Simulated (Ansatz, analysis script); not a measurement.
## Energy of a turned moment in CaMn2As2

Aim: the energy that it costs to turn one moment of CaMn2As2 against the others.

Method: PBEsol, PAW set soft_1 (files made for PBE), in Ansatz 0.2.0.

### 1. Starting point

The structure is trigonal, space group P-3m1 (No. 164). The conventional cell has a = 4.000 Å, b = 4.000 Å, c = 6.996 Å, α = 90.00°, β = 90.00°, γ = 120.00°. Nearest to Ca lie 6 As at 2.99 Å. Nearest to Mn lie 4 As at 2.41 to 2.44 Å. Nearest to As lie 4 Mn at 2.41 to 2.44 Å and 3 Ca at 2.99 Å. Farther neighbours are not listed.

The cell comes from the Materials Project, a database of computed structures, and the real compound, where it exists, may take another one.

The cell of this run holds 5 atoms, 2 of them with a starting moment; values «a cell» refer to the cell of the run in question.

### 2. Collinear start 1: ferro ++

The order that a run ends on hangs on its start, so several orders are typed and the lowest is carried on.

Input file input.yaml:

```yaml
crystal:
  lattice:
    - [4.0003377127, 0.0, 0.0]
    - [-2.0001688564, 3.4643940829, 0.0]
    - [0.0, 0.0, 6.995535]
  atoms:
    - { symbol: Ca, position: [0.0, 0.0, 0.0] }
    - { symbol: Mn, position: [0.33333333, 0.66666667, 0.615869], spin: 3.5 }
    - { symbol: Mn, position: [0.66666667, 0.33333333, 0.384131], spin: 3.5 }
    - { symbol: As, position: [0.66666667, 0.33333333, 0.729099] }
    - { symbol: As, position: [0.33333333, 0.66666667, 0.270901] }
magnetization:
  spin_polarized: true
kpoints:
  mp_grid: { grid: [8, 8, 4] }
hamiltonian:
  xc: pbesol
  pseudopotentials: { kind: paw, azcp: { folder: soft_1 }, xc_functional: pbe }
scf:
  occupations: { method: fermi_dirac, width: 0.05 }
  max_iter: 120
  convergence: { dr2_threshold: 1.0e-08 }
  lower_state_search: "off"
output:
  write_density: true
  write_potential: true
  elf: true
  volumetric_format: npy
```

Started as:

```bash
ansatz run input.yaml --threads 4 --pin off --max-ram 8192MiB --backend cpu --events-out ev --progress --plain --runs-dir out
```

Numbers of over 12 decimals in the logs are rounded to 6 here.

The program printed:

```text
Engine: ansatz 0.2.0, aarch64-unknown-linux-gnu
Pseudopotentials: kind: paw
Pseudopotential: Ca, paw, valence charge 10, recommended cutoff 420 eV (normal), soft_1/Ca.paw.azcp
Pseudopotential: Mn, paw, valence charge 15, recommended cutoff 420 eV (normal), soft_1/Mn.paw.azcp
Pseudopotential: As, paw, valence charge 15, recommended cutoff 420 eV (normal), soft_1/As.paw.azcp
Functional definition: PBEsol
  exchange = pbesol_x
  correlation = pbesol_c
Crystal: 5 atoms, lattice volume = 96.949 Å³
Basis set: ecut = 420 eV, 1919 PW (Γ)
Bands: 47, of which v1, the nominal top of the filled ones, is band 35 counted from 1 (34 counted from 0)
Symmetry: 12 space group operations
Space group: P-3m1 (ITA 164), of the structure as read, at distance tolerance 4.6e-5 Å
Magnetic group: BNS 164.85 (UNI 1315), of the structure as read, at distance tolerance 4.6e-5 Å
k-points: 35 of 256
Non-local potential: Ca, projectors of the file, l = 0: 3, l = 1: 2, l = 2: 2
Non-local potential: Mn, projectors of the file, l = 0: 3, l = 1: 2, l = 2: 3, l = 3: 1
Non-local potential: As, projectors of the file, l = 0: 2, l = 1: 2, l = 2: 3, l = 3: 1
PAW form: soft (Blöchl's): semilocal exchange-correlation on the pseudo side does not see the compensation charge
PAW frozen core: Ca, regenerated for the run's functional, and the local potential with it (the file was generated under x = pbe(κ = 0.804, μ = 0.219515), c = pbe(β = 0.066725))
PAW frozen core: Mn, regenerated for the run's functional, and the local potential with it (the file was generated under x = pbe(κ = 0.804, μ = 0.219515), c = pbe(β = 0.066725))
PAW frozen core: As, regenerated for the run's functional, and the local potential with it (the file was generated under x = pbe(κ = 0.804, μ = 0.219515), c = pbe(β = 0.066725))
PAW one-centre angular grid: Ca, 110 points (default); XC on 64 Gauss nodes
PAW one-centre angular grid: Mn, 590 points (default); XC on 64 Gauss nodes
PAW one-centre angular grid: As, 590 points (default); XC on 64 Gauss nodes
Initial density: superposition of atomic densities (chi_scale 0.1, normalization cell, long waves kept (reshape's long-wave potential 0.10 eV rms))
Starting moments: Σ|m| = 7 μB on 2 of 5 sites
Initial wavefunctions: pseudopotential atomic-orbital guess
Functional: x = pbesol(κ = 0.804, μ = 0.123457), c = pbesol(β = 0.046)
SCF iter   1: F=—  HF=-19161.106356 eV  |F-HF|=—  |Δ(HF+E_count)|=         —  Δρ=6.26e-2 (↑3.22e-2 ↓6.26e-2)  dr2=8.94e0  dr2_m=4.16e-1  M=5.408 μB ∫|m|=6.167 μB  β_m=0.30  ethr=3.10e-3  ⟨swp⟩=8.6  Hψ=14479  notcnv=0  defer=1
preconditioner: auto → Kerker (q_TF=auto, 2.584 Å⁻¹)  [metal: Δε(μ)=0.004 eV  Ē_g=6.477 eV  σ=0.050 eV  W_gap=0.02  n_scr=34 (ndim 8)  ℏωp=19.2 eV  f_vac=0.000  D(μ)=4.36/eV (n_scr^D=36)]
spin=Collinear: Kerker preconditioning applied to the charge; magnetization (m = ρ↑ − ρ↓) channel mixes plain (no charge-response kernel on spin).
SCF iter   2: F=—  HF=-19160.041999 eV  |F-HF|=—  |Δ(HF+E_count)|=    1.06e0  Δρ=2.81e-2 (↑2.81e-2 ↓2.36e-2)  dr2=2.43e0  dr2_m=3.22e-1  M=5.731 μB ∫|m|=6.387 μB  β_m=0.30  ethr=3.10e-3  ⟨swp⟩=3.3  Hψ=6352  notcnv=0  defer=162
Mixer restart at iter 2: flushing history
spin-set hold released at iteration 2 (the charge has settled, or the pull on large starting moments outlasts its swing): the magnetisation degrees of freedom join the quasi-Newton model from the next iteration; the mixer history was flushed
SCF iter   3: F=—  HF=-19159.748013 eV  |F-HF|=—  |Δ(HF+E_count)|=   2.94e-1  Δρ=2.44e-2 (↑1.73e-2 ↓2.44e-2)  dr2=1.18e0  dr2_m=2.37e-1  M=5.559 μB ∫|m|=6.242 μB  β_m=0.64  ethr=3.10e-3  ⟨swp⟩=2.3  Hψ=3929  notcnv=0  defer=175
SCF iter   4: F=—  HF=-19159.689696 eV  |F-HF|=—  |Δ(HF+E_count)|=   5.83e-2  Δρ=3.18e-2 (↑3.18e-2 ↓1.02e-2)  dr2=1.89e0  dr2_m=1.21e-1  M=5.342 μB ∫|m|=5.952 μB  β_m=0.54  ethr=1.68e-3  ⟨swp⟩=3.3  Hψ=5257  notcnv=0  defer=175
SCF iter   5: F=—  HF=-19159.478047 eV  |F-HF|=—  |Δ(HF+E_count)|=   2.12e-1  Δρ=5.27e-3 (↑5.27e-3 ↓2.08e-3)  dr2=5.43e-2  dr2_m=5.33e-3  M=5.190 μB ∫|m|=5.817 μB  β_m=0.67  ethr=1.68e-3  ⟨swp⟩=2.8  Hψ=5229  notcnv=0  defer=265
SCF iter   6: F=—  HF=-19159.476633 eV  |F-HF|=—  |Δ(HF+E_count)|=   1.41e-3  Δρ=3.47e-3 (↑3.47e-3 ↓1.23e-3)  dr2=2.63e-2  dr2_m=1.80e-3  M=5.162 μB ∫|m|=5.771 μB  β_m=0.72  ethr=7.75e-5  ⟨swp⟩=2.0  Hψ=3520  notcnv=0  defer=265
SCF iter   7: F=—  HF=-19159.474124 eV  |F-HF|=—  |Δ(HF+E_count)|=   2.51e-3  Δρ=9.95e-4 (↑4.81e-4 ↓9.95e-4)  dr2=2.55e-3  dr2_m=1.26e-4  M=5.133 μB ∫|m|=5.737 μB  β_m=0.86  ethr=3.75e-5  ⟨swp⟩=2.3  Hψ=4476  notcnv=0  defer=265
SCF iter   8: F=—  HF=-19159.474204 eV  |F-HF|=—  |Δ(HF+E_count)|=   7.99e-5  Δρ=6.70e-4 (↑6.70e-4 ↓5.25e-4)  dr2=1.53e-3  dr2_m=8.33e-6  M=5.120 μB ∫|m|=5.720 μB  β_m=0.81  ethr=3.64e-6  ⟨swp⟩=2.0  Hψ=4036  notcnv=0  defer=265
SCF iter   9: F=—  HF=-19159.473973 eV  |F-HF|=—  |Δ(HF+E_count)|=   2.31e-4  Δρ=2.06e-4 (↑1.80e-4 ↓2.06e-4)  dr2=1.68e-4  dr2_m=4.34e-7  M=5.117 μB ∫|m|=5.714 μB  β_m=0.90  ethr=2.18e-6  ⟨swp⟩=2.5  Hψ=4905  notcnv=0  defer=265
SCF iter  10: F=—  HF=-19159.473977 eV  |F-HF|=—  |Δ(HF+E_count)|=   3.83e-6  Δρ=6.00e-5 (↑3.34e-5 ↓6.00e-5)  dr2=1.75e-5  dr2_m=3.07e-7  M=5.117 μB ∫|m|=5.714 μB  β_m=0.95  ethr=2.41e-7  ⟨swp⟩=1.7  Hψ=3261  notcnv=0  defer=265
SCF iter  11: F=—  HF=-19159.473981 eV  |F-HF|=—  |Δ(HF+E_count)|=   3.71e-6  Δρ=2.01e-5 (↑1.27e-5 ↓2.01e-5)  dr2=3.19e-6  dr2_m=2.68e-8  M=5.117 μB ∫|m|=5.715 μB  β_m=0.98  ethr=2.50e-8  ⟨swp⟩=2.1  Hψ=4740  notcnv=0  defer=265
SCF iter  12: F=—  HF=-19159.473978 eV  |F-HF|=—  |Δ(HF+E_count)|=   2.36e-6  Δρ=9.02e-6 (↑7.14e-6 ↓9.02e-6)  dr2=5.78e-7  dr2_m=1.76e-9  M=5.117 μB ∫|m|=5.715 μB  β_m=0.91  ethr=4.55e-9  ⟨swp⟩=1.0  Hψ=3287  notcnv=0  defer=265
SCF iter  13: F=—  HF=-19159.473978 eV  |F-HF|=—  |Δ(HF+E_count)|=   6.45e-8  Δρ=2.98e-6 (↑2.90e-6 ↓2.98e-6)  dr2=6.26e-8  dr2_m=1.44e-10  M=5.117 μB ∫|m|=5.715 μB  β_m=0.96  ethr=8.26e-10  ⟨swp⟩=1.5  Hψ=3176  notcnv=0  defer=265
SCF iter  14: F=-19159.473978 eV  HF=-19159.473978 eV  |F-HF|=3.11e-9  |Δ(HF+E_count)|=   3.31e-9  Δρ=1.04e-6 (↑1.04e-6 ↓9.10e-7)  dr2=3.77e-9  dr2_m=1.51e-11  M=5.117 μB ∫|m|=5.715 μB  ethr=1.43e-11  ⟨swp⟩=8.4  Hψ=11962  notcnv=0
SCF 1 converged in 14 iterations: F = -19159.473978 eV  dr2 = 3.77e-9
  greatest PAW one-centre occupation: 1.000 electrons in one spin orbital (limit 2), on the Mn atom at site 2 (counted from 0), in its partial waves of l = 0
SCF converged after 14 iterations
Magnetization: 5.1167 μB (37.5584 up, 32.4416 down)
Absolute magnetization: 5.7130 μB (∫|ρ↑−ρ↓|, with the PAW one-centre terms)
Spin contamination: 0.1963 ħ² per cell (⟨S²⟩ above its minimum at these occupations)
Per-site moments (μB) at R_I (Å): [(-0.00717574, 1.232376), (2.469664, 0.995460), (2.469664, 0.995460), (-0.086946, 0.995460), (-0.086946, 0.995460)]
Free energy (F): -19159.473978 eV
Harris-Foulkes:  -19159.473978 eV  (|F-HF|=3.11e-9)
Internal energy: -19159.445138 eV  (E = F + TS)
E sigma→0 (E₀):  -19159.459558 eV
Entropy (-TS):   -0.028841 eV (-5.768 meV/atom)
Fermi energy:    10.829403 eV
--- Per-component energies (eV) ---
  E_band       = -1141.605465
  E_kinetic    = 1087.551021
  E_local      = -10447.023336  (includes V_loc(G=0)·N_el)
  E_nonlocal   = 233.202713
  E_hartree    = 4786.459538
  E_xc         = -483.354569
  E_vxc        = -583.881947  (∫ρ·V_xc dr)
  E_paw        = -7385.781713  (= ΣΔE_a)
  E_vpaw       = -1004.368255  (= ΣTr[D̂ρ^β])
  E_aug_tail   = 0.000173  (compensation charges beyond the density's cutoff)
  E_ewald      = -6952.889922
  E_core_change = 2.390956  (= ΣΔE_core)
  E_smearing   = -0.028841  (= −TS)
  E_closure    = 0.000000  (closes the sum)
  Σ components = -19159.473978   (vs F -19159.473978, Δ=0.00e0)
--- Band table (eV; the first three rows and the last of 70) ---
  k-point 0 ↑: bands = [... 31 lower, 8.8808, 9.4306, 9.8338, 9.8338, 11.7222, 11.7222, 12.7229, 12.7545, ... 8 higher]
  k-point 1 ↑: bands = [... 31 lower, 8.9217, 9.4181, 9.8025, 9.8025, 11.5166, 11.8052, 11.8052, 12.7877, ... 8 higher]
  k-point 2 ↑: bands = [... 31 lower, 8.9647, 9.4059, 9.7699, 9.7699, 11.0407, 11.9459, 11.9459, 12.4585, ... 8 higher]
  k-point 34 ↓: bands = [... 31 lower, 10.6109, 10.7692, 10.8261, 11.6717, 12.0082, 12.1139, 12.5274, 12.7557, ... 8 higher]
```

Elapsed: 5.9 s, on 4 threads of Arm Neoverse V2, shared host; peak memory 0.54 GiB; 21 s of CPU time.

It ends ferromagnetic, with 2.47 μB on the largest site.

### 3. Collinear start 2: antiferro +-

A self-consistent run from these starting moments shows which magnetic state they lead to.

input.yaml, the sections that differ from step 2:

```yaml
crystal:
  lattice:
    - [4.0003377127, 0.0, 0.0]
    - [-2.0001688564, 3.4643940829, 0.0]
    - [0.0, 0.0, 6.995535]
  atoms:
    - { symbol: Ca, position: [0.0, 0.0, 0.0] }
    - { symbol: Mn, position: [0.33333333, 0.66666667, 0.615869], spin: 3.5 }
    - { symbol: Mn, position: [0.66666667, 0.33333333, 0.384131], spin: -3.5 }
    - { symbol: As, position: [0.66666667, 0.33333333, 0.729099] }
    - { symbol: As, position: [0.33333333, 0.66666667, 0.270901] }
# magnetization, kpoints, hamiltonian, scf: as in step 2
# output: removed
```

The program printed:

```text
[...]
Crystal: 5 atoms, lattice volume = 96.949 Å³
Basis set: ecut = 420 eV, 1919 PW (Γ)
Bands: 47, of which v1, the nominal top of the filled ones, is band 35 counted from 1 (34 counted from 0)
Symmetry: 6 space group operations
[...]
k-points: 35 of 256 (time reversal used)
[...]
Starting moments: Σ|m| = 7 μB on 2 of 5 sites
[...]
Absolute magnetization: 7.2329 μB (∫|ρ↑−ρ↓|, with the PAW one-centre terms)
[...]
Per-site moments (μB) at R_I (Å): [(3.144094662740663e-8, 1.232376), (3.131898, 0.995460), (-3.131897, 0.995460), (-0.011528, 0.995460), (0.011528, 0.995460)]
Free energy (F): -19159.854900 eV
[...]
Internal energy: -19159.832492 eV  (E = F + TS)
E sigma→0 (E₀):  -19159.843696 eV
Entropy (-TS):   -0.022409 eV (-4.482 meV/atom)
Fermi energy:    11.093891 eV
[...]
[key lines of the parts left out:]
SCF converged after 18 iterations
Magnetization: 0.0000 μB (35.0000 up, 35.0000 down)
```

Elapsed: 10 s, on 4 threads; peak memory 0.52 GiB; 40 s of CPU time.

It ends antiferromagnetic, with 3.13 μB on the largest site.

For the largest spin moment in the atom's sphere, step 2 gave 2.47 μB; this run, with antiferromagnetic and initial order antiferro +-, gives 3.13 μB (+27 %).

### 4. Which start is lowest

```csv
typed order,atoms,final state,energy (meV/atom),largest moment (μB)
ferro ++,5,ferromagnetic,76.18,2.47
antiferro +-,5,antiferromagnetic,0.00,3.13
```

The session goes on from the lowest state with moments found, typed antiferro +-.

Spin moment in the atom's sphere by atom:

```csv
atom,spin moment in the atom's sphere (μB)
Ca1,0.00
Mn2,3.13
Mn3,-3.13
As4,-0.01
As5,0.01
```

Tables count atoms from 1; parts of the log count from 0.

### 5. Denser mesh

Levels at the Fermi energy are partly filled, so moments and energy differences can hang on the k-mesh, and the state is solved again on a denser one.

input.yaml, the sections that differ from step 3:

```yaml
crystal:
  lattice:
    - [4.0003377127, 0.0, 0.0]
    - [-2.0001688564, 3.4643940829, 0.0]
    - [0.0, 0.0, 6.995535]
  atoms:
    - { symbol: Ca, position: [0.0, 0.0, 0.0] }
    - { symbol: Mn, position: [0.33333333, 0.66666667, 0.615869], spin: 3.13 }
    - { symbol: Mn, position: [0.66666667, 0.33333333, 0.384131], spin: -3.13 }
    - { symbol: As, position: [0.66666667, 0.33333333, 0.729099] }
    - { symbol: As, position: [0.33333333, 0.66666667, 0.270901] }
kpoints:
  mp_grid: { grid: [11, 11, 6] }
basis:
  ecutwfc: 420.0
checkpoint:
  read: start
  write: ck
  compress: false
  write_wavefunctions: false
  write_every: 100000
# magnetization, hamiltonian, scf: as in step 3
```

The program printed:

```text
[...]
Absolute magnetization: 7.2274 μB (∫|ρ↑−ρ↓|, with the PAW one-centre terms)
[...]
Per-site moments (μB) at R_I (Å): [(1.875721845805998e-8, 1.232376), (3.129638, 0.995460), (-3.129638, 0.995460), (-0.011506, 0.995460), (0.011506, 0.995460)]
Free energy (F): -19159.853304 eV
[...]
Internal energy: -19159.828643 eV  (E = F + TS)
E sigma→0 (E₀):  -19159.840974 eV
Entropy (-TS):   -0.024661 eV (-4.932 meV/atom)
Fermi energy:    11.094711 eV
[...]
[key lines of the parts left out:]
SCF converged after 9 iterations
Magnetization: 0.0000 μB (35.0000 up, 35.0000 down)
```

Wall time 14 s (4 threads); peak memory 0.75 GiB.

Spin moment in the atom's sphere by atom:

```csv
atom,spin moment in the atom's sphere (μB)
Ca1,0.00
Mn2,3.13
Mn3,-3.13
As4,-0.01
As5,0.01
```

The run ends antiferromagnetic, with a net moment of 0 μB a cell.

[end of part 1 of 2]

[Logs and program files are shortened in this print: banners, set-up blocks, solver, clock and traceback lines can be left out without a mark of their own.]

[Logs are printed without paths, hosts, clocks, repeated set-up lines and the standing remarks that a program may print on its own settings, such as how far it seeks lower states.]

[Hosts, paths, dates, database ids (printed as entryN), source tags and the programs' standing remarks are cut or masked in the printed files.]
